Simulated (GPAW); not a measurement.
# Quasiparticle gap of CsGeBr3 (R3m) in GPAW

How does a plane-wave GW calculation on CsGeBr3 (R3m) run from the first input to the gap?

Main program and level: GPAW 26.7.0; LDA and many-body steps on it, plane waves.

### 1. Starting point

Symmetry: R3m, No. 160, trigonal system. Conventional cell: a = 7.939 Å, b = 7.939 Å, c = 10.005 Å, α = 90.00°, β = 90.00°, γ = 120.00°. Nearest to Cs lie 12 Br at 3.97 to 4.09 Å. Nearest to Ge lie 6 Br at 2.55 to 3.14 Å. Nearest to Br lie 2 Ge at 2.55 to 3.14 Å and 4 Cs at 3.97 to 4.09 Å. Farther neighbours and most contacts between anions are not listed.

Structure file:

```
Cs Ge Br
1.0
     3.96928    2.29167    3.33497
    -3.96928    2.29167    3.33497
     0.00000   -4.58333    3.33497
Cs Ge Br
1 1 3
Direct
  0.00130 0.00130 0.00130
  0.47708 0.47708 0.47708
  0.02867 0.50547 0.50547
  0.50547 0.50547 0.02867
  0.50547 0.02867 0.50547
```

The cell and positions are those that the Materials Project relaxed with its own functionals (PBE, PBE+U or r2SCAN), kept fixed. Spin-orbit coupling is left out unless a step names it.

### 2. Ground state

This step: GPAW 26.7.0; DFT, LDA, plane waves, PAW.

The ground-state density comes first.

The input, run.py:

```python
import json
import numpy as np
from gpaw.mpi import world
from ase import Atoms
from gpaw import GPAW, PW, FermiDirac

atoms = Atoms(['Cs', 'Ge', 'Br', 'Br', 'Br'],
    cell=[[3.9692828316, 2.2916665113, 3.3349688208],
      [-3.9692828316, 2.2916665113, 3.3349688208],
      [0.0000000000, -4.5833330226, 3.3349688208]],
    scaled_positions=[[0.0013040400, 0.0013040400, 0.0013040400],
      [0.4770829100, 0.4770829100, 0.4770829100],
      [0.0286681300, 0.5054724600, 0.5054724600],
      [0.5054724600, 0.5054724600, 0.0286681300],
      [0.5054724600, 0.0286681300, 0.5054724600]],
    pbc=(True, True, True))
calc = GPAW(mode=PW(450),
    xc='LDA',
    kpts={'size': (4, 4, 4), 'gamma': True},
    occupations=FermiDirac(0.001),
    nbands=-8,
    convergence={'density': 1e-6, 'bands': -3},
    maxiter=100,
    txt='gs.txt')
atoms.calc = calc
res = {'energy': atoms.get_potential_energy()}
kpts = calc.get_ibz_k_points()
res['kpts'] = kpts
res['eigenvalues'] = [calc.get_eigenvalues(kpt=k) for k in range(len(kpts))]
res['n_electrons'] = calc.get_number_of_electrons()
calc.write('gs.gpw')

if world.rank == 0:
    with open('result.json', 'w') as f:
        json.dump(res, f, default=lambda x: x.tolist())
```

Started as:

```bash
mpirun -n 4 gpaw python run.py
```

Numbers of over 12 decimals in the logs are rounded to 6 here.

The log of the run:

```text
__  _  _
 | _ |_)|_||  |
 |__||  | ||/\| - 26.7.0

Input parameters:
  mode=PW(ecut=450.000000),
  convergence={'density': 1e-06, 'bands': -3},
  kpts=MonkhorstPack(size=(4, 4, 4), gamma=True),
  maxiter=100,
  nbands=-8,
  occupations=Occupations(name='fermi-dirac', width=0.001, fixmagmom=False),
  xc=XC(name='LDA')
  [... matrices ...]
Diagonalizing LCAO Hamiltonian
Converting LCAO to pw mode

            Ger

       Br       Br

            Cs

Atoms  # Å, Bohr magnetons
|   | symbol |         x |         y |        z |    initial magnetic moments |
| 0 |     Cs | -0.000000 |  0.000000 | 0.013047 | ( 0.0000,  0.0000,  0.0000) |
| 1 |     Ge |  0.000000 | -0.000000 | 4.773170 | ( 0.0000,  0.0000,  0.0000) |
| 2 |     Br | -1.892571 | -1.092677 | 3.467077 | ( 0.0000,  0.0000,  0.0000) |
| 3 |     Br | -0.000000 |  2.185353 | 3.467077 | ( 0.0000,  0.0000,  0.0000) |
| 4 |     Br |  1.892571 | -1.092677 | 3.467077 | ( 0.0000,  0.0000,  0.0000) |

Unit cell  # Å
| periodic |         x |         y |        z |  lengths |    angles |
|      yes |  3.969283 |  2.291667 | 3.334969 | 5.668241 | 88.896874 |
|      yes | -3.969283 |  2.291667 | 3.334969 | 5.668241 | 88.896874 |
|      yes |  0.000000 | -4.583333 | 3.334969 | 5.668241 | 88.896874 |

Number of symmetries: 6
Symmetry operations  # r_c * U_cc + t_c -> r_c
|   | kind |            matrix            |
| 0 |  E   |  1, 0, 0,  0, 1, 0,  0, 0, 1 |
| 1 |  σ   |  1, 0, 0,  0, 0, 1,  0, 1, 0 |
| 2 |  σ   |  0, 1, 0,  1, 0, 0,  0, 0, 1 |
| 3 |  C3  |  0, 1, 0,  0, 0, 1,  1, 0, 0 |
| 4 |  C3  |  0, 0, 1,  1, 0, 0,  0, 1, 0 |
| 5 |  σ   |  0, 0, 1,  0, 1, 0,  1, 0, 0 |

BZ-sampling:
  Number of BZ points: 64
  Number of IBZ points: 13

  Monkhorst-Pack size: [4, 4, 4]
  Monkhorst-Pack shift: [0.125, 0.125, 0.125]

K-points  # in reciprocal-cell coordinates
|     |                                coordinates |     weight |
|   0 | (  0.00000000,   0.00000000,   0.00000000) | 0.01562500 |
|   1 | (  0.25000000,   0.00000000,  -0.25000000) | 0.09375000 |
|   2 | (  0.25000000,   0.00000000,   0.00000000) | 0.09375000 |
|   3 | (  0.25000000,   0.25000000,  -0.25000000) | 0.09375000 |
|   4 | (  0.25000000,   0.25000000,   0.00000000) | 0.09375000 |
|   5 | (  0.25000000,   0.25000000,   0.25000000) | 0.03125000 |
|   6 | (  0.50000000,   0.00000000,   0.00000000) | 0.04687500 |
|   7 | (  0.50000000,   0.25000000,  -0.25000000) | 0.09375000 |
|   8 | (  0.50000000,   0.25000000,   0.00000000) | 0.18750000 |
|   9 | (  0.50000000,   0.25000000,   0.25000000) | 0.09375000 |
| ... |                                            |            |
|  12 | (  0.50000000,   0.50000000,   0.50000000) | 0.01562500 |

Plane wave coefficients: 3963
Cutoff: 450.000000 eV

Spin-components: 1 (collinear spins)
Bands:           25
Projectors:      25
Spin-degeneracy: 2
Datatype:        complex128

  Storage: CPU
  Wave functions: 20_430_800 bytes (5_107_700 per core)
  Projectors: 23_699_728 bytes (5_924_932 per core)
  [... matrices ...]
Parallelization:
  kpt:    4
  domain: 1
  band:   1

Density:
  Valence electrons: 34.0
  Components: 1
  Grid points: [28 28 28]
  Charge: 0.0  # |e|

Potential:
  Grid points: [28 28 28]

species:
  Cs:
    name:    Caesium
    Z:       55.0
    valence: 9
    core:    46
    charge:  0.0  # [|e|]
    compensation charges:
      type: gauss
      rc: 0.33  # [Å]
      lmax: 2
    cutoffs:
      filter: 2.06  # [Å]
      core: 2.51  # [Å]
    projectors
    | kind |    occ | energy [eV] | rcut [Å] |
    |   5s |  2.000 |     -26.872 |    1.164 |
    |   6s |  1.000 |      -2.224 |    1.164 |
    |   5p |  6.000 |     -13.611 |    1.058 |
    |    p |        |      13.601 |    1.058 |
    |    d |        |       0.000 |    1.058 |

    Using partial waves for Cs as LCAO basis

  Ge:
    name:    Germanium
    Z:       32.0
    valence: 4
    core:    28
    charge:  0.0  # [|e|]
    compensation charges:
      type: gauss
      rc: 0.32  # [Å]
      lmax: 2
    cutoffs:
      filter: 1.77  # [Å]
      core: 3.42  # [Å]
    projectors
    | kind |    occ | energy [eV] | rcut [Å] |
    |   4s |  2.000 |     -11.940 |    1.005 |
    |   4p |  2.000 |      -4.047 |    1.005 |
    |    s |        |      15.272 |    1.005 |
    |    p |        |      23.164 |    1.005 |
    |    d |        |       0.000 |    1.005 |

    Using partial waves for Ge as LCAO basis

  Br:
    name:    Bromine
    Z:       35.0
    valence: 7
    core:    28
    charge:  0.0  # [|e|]
    compensation charges:
      type: gauss
      rc: 0.35  # [Å]
      lmax: 2
    cutoffs:
      filter: 1.98  # [Å]
      core: 2.38  # [Å]
    projectors
    | kind |    occ | energy [eV] | rcut [Å] |
    |   4s |  2.000 |     -20.306 |    1.111 |
    |   4p |  5.000 |      -8.003 |    1.111 |
    |    s |        |       6.906 |    1.111 |
    |    p |        |      19.208 |    1.111 |
    |    d |        |       0.000 |    1.111 |

    Using partial waves for Br as LCAO basis

Reference energy: -481089.716145  # eV

eigensolver:
  PPCG
  Converge bands: -3
  niter=2

density mixing:
  MSR1-Mixer
  Pratt-step length: 0.05
  Maximum mixing coefficient: 0.75
  Old densities: 10
  SVD Regularization: 0.005
  Good broyden scale: 1.0
  Trust region scale: 1.0
  Backstep threshold: 4.0
  History deletion threshold: 6.0
  Fourier metric: weight=20.0, sigma=0.015

occupation numbers:
  Fermi-Dirac:
    width: 0.0010  # eV

poisson solver:
  ecut: 3600.000000  # eV

xc functional:
  name: None

Initialization done in: 0.712 s

convergence criteria:
- Maximum integral of absolute [dens]ity change: 1e-06 electrons / valence electron
- Maximum [total energy] change in last 3 cyles: 0.0005 eV / valence electron
- Maximum integral of absolute [eigenst]ate change: 4e-08 eV^2 / valence electron
maximum number of iterations: 100

SCF iterations
|iter     |     time |      energy | eigst |  dens |
|iter:   1|  |  -18.361023 | +0.59 |       |
|iter:   2|  |  -18.291378 | -0.64 | -1.28 |
|iter:   3|  |  -17.979784 | -1.26 | -1.32 |
|iter:   4|  |  -17.974808 | -2.10 | -1.92 |
|iter:   5|  |  -17.974246c| -2.55 | -2.34 |
|iter:   6|  |  -17.974249c| -2.94 | -3.01 |
|iter:   7|  |  -17.974250c| -3.28 | -3.61 |
|iter:   8|  |  -17.974250c| -3.98 | -3.97 |
|iter:   9|  |  -17.974250c| -4.56 | -4.94 |
|iter:  10|  |  -17.974250c| -5.41 | -5.62 |
|iter:  11|  |  -17.974250c| -6.00 | -6.42c|
|iter:  12|  |  -17.974250c| -6.55 | -6.93c|
|iter:  13|  |  -17.974250c| -6.97 | -7.71c|
|iter:  14|  |  -17.974250c| -7.69c| -8.19c|

Converged in 14 steps
SCF loop duration: 6.158 s (0.440 s/step)
Energy contributions relative to reference atoms: (reference = -481089.716145)
  [... matrices ...]
Energy contributions:
  Kinetic:          18.227363
  Coulomb:         -19.527147
  Zero:             -0.124949
  External:          0.000000
  Xc:              -16.549517
  Entropy:          -0.000000
  Spinorbit:         0.000000
  ----------------------------
  Free energy:     -17.974250
  Extrapolated:    -17.974250

dipole moment: (-0.000000, -0.000000, -87.258728)  # |e|*Ang

Fermi level: 3.559
Eigenvalues  # (at kpt = [0.000, 0.000, 0.000])
| band index |      eig [eV] | occ [0-2] |
|          0 |       -18.808 |     2.000 |
|        ... |               |           |
|          9 |        -2.196 |     2.000 |
|         10 |        -1.625 |     2.000 |
|         11 |         0.161 |     2.000 |
|         12 |         0.161 |     2.000 |
|         13 |         0.300 |     2.000 |
|         14 |         0.427 |     2.000 |
|         15 |         0.427 |     2.000 |
|         16 |         0.479 |     2.000 |
|         17 |         5.326 |     0.000 |
|         18 |         6.299 |     0.000 |
|         19 |         6.299 |     0.000 |
|         20 |         6.616 |     0.000 |
|         21 |         6.961 |     0.000 |
|         22 |         6.961 |     0.000 |
|         23 |         8.046 |     0.000 |
|         24 |         8.111 |     0.000 |

Gap: 1.102 eV
Transition (v -> c):
  (s=0, k=12, n=16, [0.50, 0.50, 0.50]) -> (s=0, k=12, n=17, [0.50, 0.50, 0.50])
No difference between direct/indirect transitions
# Writing to gs.gpw (mode='')
  [... matrices ...]
```

The job ended after 8.3 s (4 MPI ranks of Arm Neoverse V2, shared host; peak memory 0.74 GiB).

Numbers from this step:

- total energy: -17.97 eV
- gap: 1.102 eV
- k of the valence top: 0.5, 0.5, 0.5
- k of the conduction bottom: 0.5, 0.5, 0.5
- least direct gap: 1.102 eV

The gap is direct, at (0.500, 0.500, 0.500).

### 3. Empty states on the mesh, 2×2×2 mesh, 226 bands

The sums over transitions need many empty states on a uniform mesh; this step solves for them.

The input, run.py:

```python
import json
import numpy as np
from gpaw.mpi import world
from gpaw import GPAW

calc = GPAW('gs.gpw').fixed_density(kpts={'size': (2, 2, 2), 'gamma': True},
    nbands=263,
    convergence={'bands': 226},
    txt='nscf.txt')
calc.write('full.gpw', mode='all')
res = {}
kpts = calc.get_ibz_k_points()
res['kpts'] = kpts
res['eigenvalues'] = [calc.get_eigenvalues(kpt=k) for k in range(len(kpts))]
res['n_electrons'] = calc.get_number_of_electrons()

if world.rank == 0:
    with open('result.json', 'w') as f:
        json.dump(res, f, default=lambda x: x.tolist())
```

Started as:

```bash
mpirun -n 4 gpaw python run.py
```

The log of the run:

```text
Diagonalizing LCAO Hamiltonian
Converting LCAO to pw mode
convergence criteria:
- Maximum integral of absolute [eigenst]ate change: 4e-08 eV^2 / valence electron
maximum number of iterations: 100

SCF iterations
|iter     |     time |      energy | eigst |  dens |
|iter:   1|  |             | +4.25 |       |
|iter:   2|  |             | +3.07 |       |
|iter:   3|  |             | +1.97 |       |
[...]
|iter:  15|  |             | -6.68 |       |
|iter:  16|  |             | -7.25 |       |
|iter:  17|  |             | -7.44c|       |
SCF steps: 17
  __  _  _
 | _ |_)|_||  |
 |__||  | ||/\| - 26.7.0

Input parameters:
  mode=PW(ecut=450.000000),
  convergence={'bands': 226},
  gpts=array([28, 28, 28]),
  kpts=MonkhorstPack(size=(2, 2, 2), gamma=True),
  maxiter=100,
  nbands=263,
  occupations=Occupations(name='fermi-dirac', width=0.001, fixmagmom=False),
  parallel={},
  xc=XC(name='LDA')
# Writing to full.gpw (mode='all')
  [... matrices ...]

timing:  # [seconds]
  Total: 0.043  # ━━━━━━━━━━━━━━━━━━━━━━━━━━━━━━━━━━━━━━━━━━━━━━━━━━━━━━━━━━━
```

Elapsed: 38 s, on 4 MPI ranks; peak memory 1 GiB.

This step gave:

```
gap                                                           : 1.102 eV
k of the valence top                                          : 0.5, 0.5, 0.5
k of the conduction bottom                                    : 0.5, 0.5, 0.5
least direct gap                                              : 1.102 eV
k points computed                                             : 4
lowest point of the top converged band, above the valence top : 58.1923 eV
```

On this mesh the gap is 1.102 eV.

### 4. Screening and self-energy, 2×2×2 mesh, 216 bands, screening to 65 eV

G0W0 replaces the xc potential by the self-energy, built once from these orbitals. Only a window of levels is corrected, while the sums run over the empty bands that the input names.

This step: G0W0 on LDA, plane waves, PAW.

The input, run.py:

```python
import json
import numpy as np
from gpaw.mpi import world
from gpaw.response.g0w0 import G0W0

gw = G0W0('full.gpw',
    filename='gw',
    kpts=[0, 3],
    bands=(15, 19),
    ecut=65,
    nbands=216,
    integrate_gamma='WS',
    ppa=True)
gw.calculate()
res = {mode: {k: v for k, v in r.items() if k != 'sigma_eskwn'}
       for mode, r in gw.all_results.items()}

if world.rank == 0:
    with open('result.json', 'w') as f:
        json.dump(res, f, default=lambda x: x.tolist())
```

Started as:

```bash
mpirun -n 4 gpaw python run.py
```

The log of the run:

```text
Using integrator: PointIntegrator
FrequencyGridDescriptor(from 0.000+0.000j to 0.000+27.211j eV, 2 points)
Nonperiodic BCs:  [False False False]
Using integrator: PointIntegrator
FrequencyGridDescriptor(from 0.000+0.000j to 0.000+27.211j eV, 2 points)
Nonperiodic BCs:  [False False False]
  ___  _ _ _
 |   || | | |
 | | || | | |
 |__ ||_____|
 |___|

BZ k-points: Symmetries present (total): 6

  [... matrices ...]
8 k-points: 2 x 2 x 2 Monkhorst-Pack grid + [1/4,1/4,1/4]
4 k-points in the irreducible part of the Brillouin zone
       k-points in crystal coordinates                weights
   0:     0.00000000    0.00000000    0.00000000          1/8
   1:     0.50000000    0.00000000    0.00000000          3/8
   2:     0.50000000    0.50000000    0.00000000          3/8
   3:     0.50000000    0.50000000    0.50000000          1/8

Distributing spins, k-points and bands (1 x 2 x 4) over 4 processes
Number of blocks: 1

Quasi particle states:
k-points (IBZ indices): [0, 3]
Band range: (15, 19)
  [... matrices ...]
Computational parameters:
Plane wave cut-off: 65 eV
Number of bands: 216
Coulomb cutoff: None
Broadening: 0.1 eV

fxc modes: GW
Kernel: RPA
Using Godby-Needs plasmon-pole approximation:
  Fitting energy: i*E0, E0 = 1.000 Hartree
Summing all q:

Calculating screened Coulomb potential
No Coulomb truncation
FrequencyGridDescriptor(from 0.000+0.000j to 0.000+27.211j eV, 2 points)
Removing empty qpoint cache files...

Calculating chi0 body with:
    Ground state adapter containing:
    Number of spins: 1
    Number of kpoints: 8
    Number of irreducible kpoints: 4
    Number of completely occupied states: 17
    Number of partially occupied states: 17
    Occupied states memory: 5.6943359375 M / cpu

    Linear response parametrization:
    q_c: [0.0, 0.0, 0.0]
    Number of frequency points: 2
    Planewave cutoff: 65.0
    Number of bands: 216
    Number of planewaves: 215
    Broadening (eta): 1e-06
    comm.size: 4
    kncomm.size: 4
    blockcomm.size: 1

    Memory estimate of potentially large arrays:
        chi0_wGG: 1.410675 M / cpu
Integrating chi0 body.

Symmetries of q_c:
    Direct symmetries (Uq -> q): 6
    Indirect symmetries (TUq -> q): 6
In total 12 allowed symmetries.

  [... matrices ...]
4 groups of equivalent kpoints. 50.0% reduction.

Integral kind: response function
Integrating chi0 head and wings.

Symmetries of q_c:
    Direct symmetries (Uq -> q): 6
    Indirect symmetries (TUq -> q): 6
In total 12 allowed symmetries.

  [... matrices ...]
4 groups of equivalent kpoints. 50.0% reduction.

Integral kind: response function wings

Calculating chi0 body with:
    Ground state adapter containing:
    Number of spins: 1
    Number of kpoints: 8
    Number of irreducible kpoints: 4
    Number of completely occupied states: 17
    Number of partially occupied states: 17
    Occupied states memory: 5.6943359375 M / cpu

    Linear response parametrization:
[... the further q-points ...]

Results:
f:      Occupation numbers
eps:     KS-eigenvalues [eV]
vxc:     KS vxc [eV]
exx:     Exact exchange [eV]
sigma:   Self-energies [eV]
dsigma:  Self-energy derivatives
Z:       Renormalization factors
qp:      QP-energies [eV]

k-point 0 (0): (0.000, 0.000, 0.000)                GW
band       f     eps     vxc     exx   sigma  dsigma       Z      qp
                                                                   GW
  15   1.000   0.427 -16.009 -19.467   2.726  -0.278   0.782  -0.145
  16   1.000   0.479 -15.890 -19.263   2.665  -0.280   0.782  -0.074
  17   0.000   5.326  -8.458  -4.186  -3.503  -0.199   0.834   5.968
  18   0.000   6.299  -7.760  -3.550  -3.449  -0.200   0.834   6.933

k-point 1 (3): (0.500, 0.500, 0.500)                GW
band       f     eps     vxc     exx   sigma  dsigma       Z      qp
                                                                   GW
  15   1.000   0.813 -16.261 -19.779   2.774  -0.278   0.783   0.231
  16   1.000   2.576 -17.043 -18.722   1.617  -0.266   0.790   2.527
  17   0.000   3.679 -12.640  -8.138  -3.294  -0.247   0.802   4.647
  18   0.000   3.899 -12.378  -7.886  -3.325  -0.248   0.801   4.834
```

Elapsed: 17 s, on 4 MPI ranks; peak memory 1.5 GiB.

This step gave:

| Quantity | Value |
| --- | --- |
| G0W0 gap on the points computed | 2.120 eV |
| least direct G0W0 gap on the computed points | 2.120 eV |
| Z at the valence top | 0.7898 |
| Z at the conduction bottom | 0.8018 |
| starting gap on the mesh | 1.102 eV |
| k of the valence top | 0.5, 0.5, 0.5 |
| k of the conduction bottom | 0.5, 0.5, 0.5 |

The gap on the mesh goes from 1.10 eV to 2.12 eV, a correction of +1.02 eV.

Limits: finite bands, cutoff and mesh; no spin-orbit coupling; coarse k mesh. v1 is the top filled band, c1 the lowest empty one. Levels before and after the correction, in eV, zero at the valence-band top of each column:

```
           conduction bottom  valence top
Kohn-Sham               1.10         0.00
     G0W0               2.12         0.00
```

```
                      level  energy (eV)
Kohn-Sham  (0.5 0.5 0.5) v2       -1.763
Kohn-Sham  (0.5 0.5 0.5) v1        0.000
Kohn-Sham  (0.5 0.5 0.5) c1        1.102
Kohn-Sham  (0.5 0.5 0.5) c2        1.323
     G0W0  (0.5 0.5 0.5) v2       -2.296
     G0W0  (0.5 0.5 0.5) v1        0.000
     G0W0  (0.5 0.5 0.5) c1        2.120
     G0W0  (0.5 0.5 0.5) c2        2.306
```

### 5. Where the time went

Times are wall times on 4 MPI ranks of Arm Neoverse V2, shared host, good to a factor of about two.

```
                     step   time  share  memory (GiB)
             ground state  8.3 s   13 %          0.74
 empty states on the mesh   38 s   60 %           1.0
screening and self-energy   17 s   27 %           1.5
```

### 6. Results

| Quantity | Value |
| --- | --- |
| LDA gap | 1.10 eV, direct |
| G0W0 gap on the mesh | 2.12 eV |
| GW settings | 2×2×2 mesh, 216 bands, screening to 65 eV, Godby-Needs plasmon pole |
| known limits | not at the basis limit; no spin-orbit coupling; coarse k mesh |

G0W0 moves the gap on the mesh from 1.10 eV to 2.12 eV (+1.02 eV), with Z of 0.79 and 0.80 at the edges. Only 2 of the mesh's irreducible points were corrected, so a valley elsewhere could overtake. The dearest step here is «empty states on the mesh». Bands and cutoff are finite, so the gap is not at the basis limit. The miss can reach some tenths of an eV and take either sign; the mesh is an error of its own. These stock PAW sets were not made for GW; the filled d or f shell of Br and Ge lies in the frozen core, which bears on start and correction. In the G0W0 run levels were corrected at 2 k points alone, so a gap called «on the mesh» is the least over those, and an edge elsewhere would be missed. The 2×2×2 mesh is coarse for this cell, which bears on the long-range parts of exchange and screening. The many-body steps are scalar-relativistic: spin-orbit coupling is not in them.

[Paths, hosts, dates, memory and timing lines, banners, echoed tables and standing remarks are left out of the program output.]

[Logs are printed without paths, hosts, clocks, repeated set-up lines and the standing remarks that a program may print on its own settings, such as how far it seeks lower states.]

[Runs of the session that timed out or met a known fault of the program may be left out.]

[Hosts, paths, dates, database ids (printed as entryN), source tags and the programs' standing remarks are cut or masked in the printed files.]
